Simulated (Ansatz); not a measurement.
**HfGe (model cell, started as NiAs type): from the cell to its phonons**

The cell of HfGe (model cell, started as NiAs type) is at rest. What are its phonons?

Method: DFT PBEsol, scalar-relativistic, plane waves, PAW, in Ansatz 0.2.0.

The structure was built from a prototype and need not be the compound's stable phase.

### Step 1. Starting point

Symmetry: P6_3/mmc, No. 194, hexagonal system. Conventional cell: a = 3.761 Å, b = 3.761 Å, c = 6.609 Å, α = 90.00°, β = 90.00°, γ = 120.00°. Hf has 6 Ge at 2.73 Å nearest. Nearest to Ge lie 6 Hf at 2.73 Å. Farther neighbours are not listed.

Structure file:

```cif
data_structure
_symmetry_space_group_name_H-M 'P 1'
_symmetry_Int_Tables_number 1
_cell_length_a 3.7614
_cell_length_b 3.7614
_cell_length_c 6.6094
_cell_angle_alpha 90.000
_cell_angle_beta 90.000
_cell_angle_gamma 120.000
_cell_volume 80.98
loop_
_atom_site_label
_atom_site_type_symbol
_atom_site_fract_x
_atom_site_fract_y
_atom_site_fract_z
_atom_site_occupancy
Hf1 Hf 0.00000 0.00000 0.00000 1
Hf2 Hf 0.00000 0.00000 0.50000 1
Ge3 Ge 0.33333 0.66667 0.25000 1
Ge4 Ge 0.66667 0.33333 0.75000 1
```

### Step 2. The dispersion

The cell comes from relaxations at this level that are not shown. The mesh has a single point along some directions, so zone-edge points there are not solved. Linear response on a 2×2×1 q mesh gives force constants as far as a supercell of that size would.

input.yaml

```yaml
crystal:
  lattice:
    - [3.7613655329, 0.0, 0.0]
    - [-1.8806827664, 3.2574381044, 0.0]
    - [0.0, 0.0, 6.6094271858]
  atoms:
    - { symbol: Hf, position: [0.0, 0.0, 0.0] }
    - { symbol: Hf, position: [0.0, 0.0, 0.5] }
    - { symbol: Ge, position: [0.3333333333, 0.6666666667, 0.25] }
    - { symbol: Ge, position: [0.6666666667, 0.3333333333, 0.75] }
kpoints:
  mp_grid: { grid: [12, 12, 6] }
hamiltonian:
  xc: pbesol
scf:
  occupations: { method: methfessel_paxton, width: 0.15 }
output:
  eigenvalues: true
phonons:
  method: dfpt
  qmesh: [2, 2, 1]
  temperatures: { t_max: 1000, t_step: 50 }
  qpath:
    path:
      - [[0.0, 0.0, 0.0], [0.5, 0.0, 0.0], [0.33333333, 0.33333333, 0.0], [0.0, 0.0, 0.0], [0.0, 0.0, 0.5], [0.5, 0.0, 0.5], [0.33333333, 0.33333333, 0.5], [0.0, 0.0, 0.5]]
      - [[0.5, 0.0, 0.5], [0.5, 0.0, 0.0]]
      - [[0.33333333, 0.33333333, 0.5], [0.33333333, 0.33333333, 0.0]]
    npoints: 10
```

Run with:

```console
ansatz run input.yaml --threads 4 --pin off --max-ram 7168MiB --backend cpu --events-out ev --progress --plain --runs-dir out
```

Numbers of over 12 decimals in the logs are rounded to 6 here.

Log:

```text
Engine: ansatz 0.2.0, aarch64-unknown-linux-gnu
Pseudopotentials: kind: paw
Pseudopotential: Hf, paw, valence charge 26, recommended cutoff 420 eV (normal), Hf.paw.azcp
Pseudopotential: Ge, paw, valence charge 14, recommended cutoff 420 eV (normal), Ge.paw.azcp
Functional definition: PBEsol
  exchange = pbesol_x
  correlation = pbesol_c
Crystal: 4 atoms, lattice volume = 80.981 Å³
Basis set: ecut = 420 eV, 1583 PW (Γ), exchange–correlation on 54×54×96 points (8 copies of the dense FFT grid, shifted against one another)
Bands: 48, of which v1, the nominal top of the filled ones, is band 40 counted from 1 (39 counted from 0)
Symmetry: 24 space group operations
k-points: 76 of 864
Non-local potential: Hf, projectors of the file, l = 0: 3, l = 1: 2, l = 2: 2, l = 3: 3
Non-local potential: Ge, projectors of the file, l = 0: 2, l = 1: 2, l = 2: 3, l = 3: 1
PAW form: soft (Blöchl's): semilocal exchange-correlation on the pseudo side does not see the compensation charge
PAW frozen core: Hf, regenerated for the run's functional, and the local potential with it (the file was generated under x = pbe(κ = 0.804, μ = 0.219515), c = pbe(β = 0.066725))
PAW frozen core: Ge, regenerated for the run's functional, and the local potential with it (the file was generated under x = pbe(κ = 0.804, μ = 0.219515), c = pbe(β = 0.066725))
PAW one-centre angular grid: Hf, 590 points (default); XC on 64 Gauss nodes
PAW one-centre angular grid: Ge, 590 points (default); XC on 64 Gauss nodes
Initial density: superposition of atomic densities (neutral atoms: chi_scale 0, normalization atom), corrected by the library's trained network
Initial wavefunctions: pseudopotential atomic-orbital guess
Functional: x = pbesol(κ = 0.804, μ = 0.123457), c = pbesol(β = 0.046)
SCF iter   1: F=—  HF=-39705.146276 eV  |F-HF|=—  |Δ(HF+E_count)|=         —  Δρ=3.24e-3  dr2=1.05e-2  ethr=1.77e-3  ⟨swp⟩=5.0  Hψ=10947  notcnv=0
preconditioner: auto → Kerker (q_TF=auto, 2.723 Å⁻¹)  [metal: Δε(μ)=0.039 eV  Ē_g=19.222 eV  σ=0.150 eV  W_gap=0.21  n_scr=34 (ndim 8)  ℏωp=36.0 eV  f_vac=0.000  D(μ)=1.02/eV (n_scr^D=2)]
SCF iter   2: F=—  HF=-39705.144083 eV  |F-HF|=—  |Δ(HF+E_count)|=   2.19e-3  S|Δr|=    0.00e0  Δρ=1.90e-3  dr2=4.62e-3  ethr=1.32e-5  ⟨swp⟩=2.0  Hψ=6718  notcnv=0
SCF iter   3: F=—  HF=-39705.142886 eV  |F-HF|=—  |Δ(HF+E_count)|=   1.20e-3  S|Δr|=    0.00e0  Δρ=8.30e-4  dr2=9.70e-4  ethr=5.77e-6  ⟨swp⟩=3.0  Hψ=6121  notcnv=0
SCF iter   4: F=—  HF=-39705.142474 eV  |F-HF|=—  |Δ(HF+E_count)|=   4.12e-4  S|Δr|=    0.00e0  Δρ=2.99e-4  dr2=7.02e-5  ethr=1.21e-6  ⟨swp⟩=2.0  Hψ=6541  notcnv=0
SCF iter   5: F=—  HF=-39705.142462 eV  |F-HF|=—  |Δ(HF+E_count)|=   1.21e-5  S|Δr|=    0.00e0  Δρ=1.24e-4  dr2=1.19e-5  ethr=8.78e-8  ⟨swp⟩=2.0  Hψ=6541  notcnv=0
SCF iter   6: F=—  HF=-39705.142458 eV  |F-HF|=—  |Δ(HF+E_count)|=   4.27e-6  S|Δr|=    0.00e0  Δρ=4.60e-5  dr2=1.92e-6  ethr=1.49e-8  ⟨swp⟩=2.1  Hψ=6152  notcnv=0
SCF iter   7: F=—  HF=-39705.142458 eV  |F-HF|=—  |Δ(HF+E_count)|=   2.54e-7  S|Δr|=    0.00e0  Δρ=1.57e-5  dr2=2.62e-7  ethr=2.40e-9  ⟨swp⟩=2.0  Hψ=6444  notcnv=0
SCF iter   8: F=—  HF=-39705.142458 eV  |F-HF|=—  |Δ(HF+E_count)|=   1.55e-7  S|Δr|=    0.00e0  Δρ=4.70e-6  dr2=2.94e-8  ethr=3.28e-10  ⟨swp⟩=2.0  Hψ=6377  notcnv=0
SCF iter   9: F=—  HF=-39705.142458 eV  |F-HF|=—  |Δ(HF+E_count)|=  8.00e-10  S|Δr|=    0.00e0  Δρ=2.41e-6  dr2=7.54e-9  ethr=3.68e-11  ⟨swp⟩=2.0  Hψ=6524  notcnv=0
SCF iter  10: F=—  HF=-39705.142458 eV  |F-HF|=—  |Δ(HF+E_count)|=   1.60e-9  S|Δr|=    0.00e0  Δρ=5.44e-7  dr2=3.64e-10  ethr=9.43e-12  ⟨swp⟩=2.0  Hψ=4087  notcnv=0
SCF iter  11: F=—  HF=-39705.142458 eV  |F-HF|=—  |Δ(HF+E_count)|=  2.04e-10  S|Δr|=    0.00e0  Δρ=1.29e-7  dr2=1.16e-11  ethr=1.00e-12  ⟨swp⟩=2.1  Hψ=5359  notcnv=0
SCF iter  12: F=-39705.142458 eV  HF=-39705.142458 eV  |F-HF|=0.00e0  |Δ(HF+E_count)|=  1.46e-11  S|Δr|=    0.00e0  Δρ=3.47e-8  dr2=6.55e-13  ethr=1.00e-12  ⟨swp⟩=8.8  Hψ=16971  notcnv=0
SCF 1 converged in 12 iterations: F = -39705.142458 eV  dr2 = 6.55e-13
  greatest PAW one-centre occupation: 0.998 electrons in one spin orbital (limit 2), on the Ge atom at site 3 (counted from 0), in its partial waves of l = 2
phonons: the bands overlap, so this run is a metal and interpolates without the dipole-dipole term. If the crystal is really an insulator or semiconductor, its LO-TO splitting is missing
NSCF: frozen V_eff on 76 k-points
NSCF: frozen V_eff on 242 k-points
DFPT response loops at q = (0, 0, 0) (fractional): preconditioner auto → Kerker (q_TF=auto, 2.723 Å⁻¹) (partly filled bands, converged f_vac=0.000); β = 1.00, the filter's whole step (`scf.mixing.beta` (0.50) is not read by the response loops under this deck's `scf.mixing.preconditioner`; to damp them name `kerker` or `kerker_dos`, under which they read `scf.mixing.beta`, and type it under 1.00, their step now; both keys bind the ground state too); Broyden in place of MSR1
NSCF: frozen V_eff on 484 k-points
DFPT response loops at q = (0, -0.5, 0) (fractional): mixed as the last ones told, above
SCF converged after 12 iterations
Stability not checked: this state was not tested for a lower state beside it, because cold or Methfessel-Paxton smearing, or corrected tetrahedra, fill the levels in a way that the test cannot read (fill_not_monotonic; see scf.lower_state_search)
Free energy (F): -39705.142458 eV
Harris-Foulkes:  -39705.142458 eV  (|F-HF|=0.00e0)
Internal energy: -39705.145147 eV  (E = F + TS)
E sigma→0 (E₀):  -39705.143130 eV
Entropy (-TS):   0.002690 eV (0.672 meV/atom)
Fermi energy:    15.635460 eV
Step filling:    the computed levels leave a gap of 0.0000 eV = 0.0 smearing widths at the electron count; against every level under it full and every level over it empty, smearing changes F+E_penalty+E_count by +0.721 meV and its σ→0 estimate by +0.049 meV
--- Per-component energies (eV) ---
  E_band       = -237.559012
  E_kinetic    = 1071.494869
  E_local      = -15259.166894  (includes V_loc(G=0)·N_el)
  E_nonlocal   = -1637.424047
  E_hartree    = 7016.960174
  E_xc         = -746.515344
  E_vxc        = -663.028419  (∫ρ·V_xc dr)
  E_paw        = -17570.716697  (= ΣΔE_a)
  E_vpaw       = 2216.644356  (= ΣTr[D̂ρ^β])
  E_aug_tail   = 0.000719  (compensation charges beyond the density's cutoff)
  E_ewald      = -12584.115983
  E_core_change = 4.338056  (= ΣΔE_core)
  E_smearing   = 0.002690  (= −TS)
  E_closure    = 0.000000  (closes the sum)
  Σ components = -39705.142458   (vs F -39705.142458, Δ=0.00e0)
--- Band table (eV; the first three rows and the last of 76) ---
  k-point 0: bands = [... 36 lower, 13.9686, 14.4809, 16.4978, 16.4978, 16.5355, 16.5355, 17.5523, 18.4344, ... 4 higher]
  k-point 1: bands = [... 36 lower, 14.0716, 14.3595, 16.1674, 16.1674, 16.5910, 16.5910, 17.3198, 18.2639, ... 4 higher]
  k-point 2: bands = [... 36 lower, 14.3752, 14.3752, 15.4931, 15.4931, 16.8633, 16.8633, 17.2486, 17.8026, ... 4 higher]
  k-point 75: bands = [... 36 lower, 12.6701, 12.6701, 13.7444, 13.7444, 16.5608, 16.5608, 18.0480, 18.0480, ... 4 higher]
--- Phonons (Γ-DFPT): 4 representative perturbations + reference (Σ response iterations 14) ---
  ASR residual: 5.176e-5 → 0.000e0 eV/Å²; symmetrization residual: 3.013e-6 eV/Å²
  ASR residual per site (eV/Å²): 5.18e-5 5.18e-5 4.10e-6 4.10e-6
  Γ frequencies (cm⁻¹): 0.00 0.00 0.00 103.92 103.92 158.05 164.48 164.48 173.50 173.50 220.92 231.27
--- Phonons (arbitrary-q DFPT): 2 irreducible q on the 2×2×1 mesh ---
  q = [0.0000, 0.0000, 0.0000] (star 1, of the zone-centre solve; hermiticity 4.54e-7, symmetrization 1.44e-10): -0.00 -0.00 0.00 103.92 103.92 158.05 164.48 164.48 173.50 173.50 220.92 231.27
  q = [0.0000, -0.5000, 0.0000] (star 3, 6 solved perturbations in 1242 linear systems a pass and spin channel, the states on 242 of 864 k-point pairs; hermiticity 5.46e-7, symmetrization 3.02e-10): 70.32 85.29 89.94 100.36 116.61 140.01 177.42 189.39 196.12 199.64 208.91 234.58
  sum rule: each row above includes the acoustic sum rule's correction from the zone centre's row sums; it moved no ω² by more than (0.28 cm⁻¹)²
  mesh force constants: q→R imaginary residual 1.76e-17; ASR residual 5.176e-5 → 0.000e0 eV/Å²; symmetrization residual 3.553e-15 eV/Å²
  interpolated dispersion: 93 rows × 12 modes
  density of states and harmonic sums: on the 20×20×10 q-mesh, interpolated from the force constants of a 2×2×1 supercell (no non-analytic term)
  largest difference from the sums on the solved wave vectors: F 1.65e-1 eV, S 2.30e-4 and C_V 6.46e-5 eV/K
  zero-point energy: 0.109436 eV/cell   skipped modes (ω ≤ 0): 3   left out of the sums: 6.25e-5 of the cell's modes: C_V's classical limit lies that fraction below 3 k_B per atom; for a crystal, a wire or a layer, F and S can be off by more, and a phonons.interpolated_qmesh denser along its periods is the remedy for the sampling
```

Run time: 11 min. Hardware: 4 threads of Arm Neoverse N1, shared host; peak memory 2.6 GiB.

Numbers from this step:

| Item | Value |
| --- | --- |
| volume per atom | 20.25 Å³ |
| gap on the k-mesh | 0 eV |
| sum-rule residual before enforcement | 5.18e-5 eV/Å² |
| point group | 6/mmm |
| highest optical mode at the zone centre (no LO-TO term) | 231.3 cm⁻¹ |
| lowest optical zone-centre mode | 103.9 cm⁻¹ |
| lowest mode on the q mesh (acoustic modes at Γ apart) | 70.32 cm⁻¹ |
| highest frequency at a solved wavevector (no LO-TO term at Γ) | 234.6 cm⁻¹ |

Frequencies (cm⁻¹) solved at each irreducible wavevector; negative means imaginary. Frequencies by wavevector, by row:

| q in reciprocal lattice units | star | mode 1 | mode 2 | mode 3 | mode 4 | mode 10 | mode 11 | mode 12 |
| --- | --- | --- | --- | --- | --- | --- | --- | --- |
| 0 0 0 | 1 | 0 | 0 | 0 | 103.9 | 173.5 | 220.9 | 231.3 |
| 0 -0.5 0 | 3 | 70.3 | 85.3 | 89.9 | 100.4 | 199.6 | 208.9 | 234.6 |

Symmetry leaves 2 wavevectors to solve. The lowest mode among them, the acoustic zeros apart, lies at q = (0, -0.5, 0) and is real, 70.3 cm⁻¹.

### Step 3. Another isotope, element Ge, natural mass 72.63 amu

An isotope changes the mass and not the force constants, so no new electronic calculation is needed; the shifts show which modes move this element.

The same force constants with the mass of Ge changed from 72.630 to 75.921 u (phonopy, no LO-TO term). Both lists are sorted by frequency; levels can cross, so a row need not hold one and the same mode. Modes under 3 cm⁻¹ are left out. Isotope shifts, by row:

| q | rank | natural mass (cm⁻¹) | changed mass (cm⁻¹) |
| --- | --- | --- | --- |
| 0 0 0 | 4 | 103.9 | 103.9 |
| 0 0 0 | 5 | 103.9 | 103.9 |
| 0 0 0 | 6 | 158.1 | 158.1 |
| 0 0 0 | 7 | 164.5 | 160.9 |
| 0 0 0 | 8 | 164.5 | 160.9 |
| 0 0 0 | 9 | 173.5 | 170.8 |
| 0 0 0 | 10 | 173.5 | 170.8 |
| 0 0 0 | 11 | 220.9 | 216.1 |
| 0 0 0 | 12 | 231.3 | 227.7 |
| 0 -0.5 0 | 1 | 70.32 | 69.93 |
| 0 -0.5 0 | 2 | 85.29 | 84.84 |
| 0 -0.5 0 | 3 | 89.94 | 89.34 |
| 0 -0.5 0 | 4 | 100.4 | 100.4 |
| 0 -0.5 0 | 5 | 116.6 | 116.6 |
| 0 -0.5 0 | 6 | 140 | 140 |
| 0 -0.5 0 | 7 | 177.4 | 173.5 |
| 0 -0.5 0 | 8 | 189.4 | 186.3 |
| 0 -0.5 0 | 9 | 196.1 | 191.8 |
| 0 -0.5 0 | 10 | 199.6 | 195.3 |
| 0 -0.5 0 | 11 | 208.9 | 205.7 |
| 0 -0.5 0 | 12 | 234.6 | 230.7 |

A mode of this element alone would shift by -2.19 %. The highest zone-centre frequency without the field goes from 231.3 to 227.7 cm⁻¹ (-1.6 %). The product of the frequency ratios over all optical modes at Γ is 0.893; the product rule, (m/m′)^(3k/2) (M′/M)^(3/2) with k = 2 such atoms and M the mass of the cell, gives 0.893.

### Step 4. Another isotope, element Hf, natural mass 178.486 amu

The same for Hf, from 178.49 to 173.94 u.

The same force constants with the mass of Hf changed from 178.486 to 173.940 u (phonopy, no LO-TO term). Both lists are sorted by frequency; levels can cross, so a row need not hold one and the same mode. Modes under 3 cm⁻¹ are left out. Isotope shifts, by row:

| q | rank | natural mass (cm⁻¹) | changed mass (cm⁻¹) |
| --- | --- | --- | --- |
| 0 0 0 | 4 | 103.9 | 105.3 |
| 0 0 0 | 5 | 103.9 | 105.3 |
| 0 0 0 | 6 | 158.1 | 160.1 |
| 0 0 0 | 7 | 164.5 | 164.5 |
| 0 0 0 | 8 | 164.5 | 164.5 |
| 0 0 0 | 9 | 173.5 | 174.2 |
| 0 0 0 | 10 | 173.5 | 174.2 |
| 0 0 0 | 11 | 220.9 | 220.9 |
| 0 0 0 | 12 | 231.3 | 232.1 |
| 0 -0.5 0 | 1 | 70.32 | 71 |
| 0 -0.5 0 | 2 | 85.29 | 86.14 |
| 0 -0.5 0 | 3 | 89.94 | 90.76 |
| 0 -0.5 0 | 4 | 100.4 | 101.7 |
| 0 -0.5 0 | 5 | 116.6 | 118.1 |
| 0 -0.5 0 | 6 | 140 | 141.8 |
| 0 -0.5 0 | 7 | 177.4 | 177.4 |
| 0 -0.5 0 | 8 | 189.4 | 190 |
| 0 -0.5 0 | 9 | 196.1 | 196.1 |
| 0 -0.5 0 | 10 | 199.6 | 199.6 |
| 0 -0.5 0 | 11 | 208.9 | 209.7 |
| 0 -0.5 0 | 12 | 234.6 | 235.3 |

A mode of this element alone would shift by +1.30 %. The highest zone-centre frequency without the field goes from 231.3 to 232.1 cm⁻¹ (+0.4 %). The product of the frequency ratios over all optical modes at Γ is 1.051; the product rule, (m/m′)^(3k/2) (M′/M)^(3/2) with k = 2 such atoms and M the mass of the cell, gives 1.051.

### Step 5. Summary of results

| Quantity | Value |
| --- | --- |
| space group (within 0.01 Å) | P6_3/mmc |
| volume per atom | 20.2 Å³ |
| electronic character | no gap on this mesh |
| highest optical mode at the zone centre (no LO-TO term) | 231 cm⁻¹ |
| lowest optical zone-centre mode | 104 cm⁻¹ |
| lowest mode on the q mesh (acoustic modes at Γ apart) | 70.3 cm⁻¹ |
| imaginary modes on the 2×2×1 q mesh | none |

What this shows: The structure is a minimum as far as tested: no mode is imaginary at the 2 irreducible wavevectors of the 2×2×1 mesh, and the softest away from the acoustic zeros lies at 70 cm⁻¹. The optical modes at Γ span 104 to 231 cm⁻¹. The q mesh is too sparse to interpolate, so only the solved wavevectors are given. With no gap, or one that is small against the smearing, the frequencies hang on the k mesh and the smearing, most of all near Kohn anomalies. Spin-orbit coupling is left out, which can matter for the heavy elements here. The starting cell was built on a prototype and not taken from a measurement, so the phase need not exist. These are harmonic frequencies at zero temperature: anharmonic shifts, linewidths and thermal expansion are left out.

[Logs are printed without paths, hosts, clocks, repeated set-up lines and the standing remarks that a program may print on its own settings, such as how far it seeks lower states.]

[Hosts, paths, dates, database ids (printed as entryN), source tags and the programs' standing remarks are cut or masked in the printed files.]
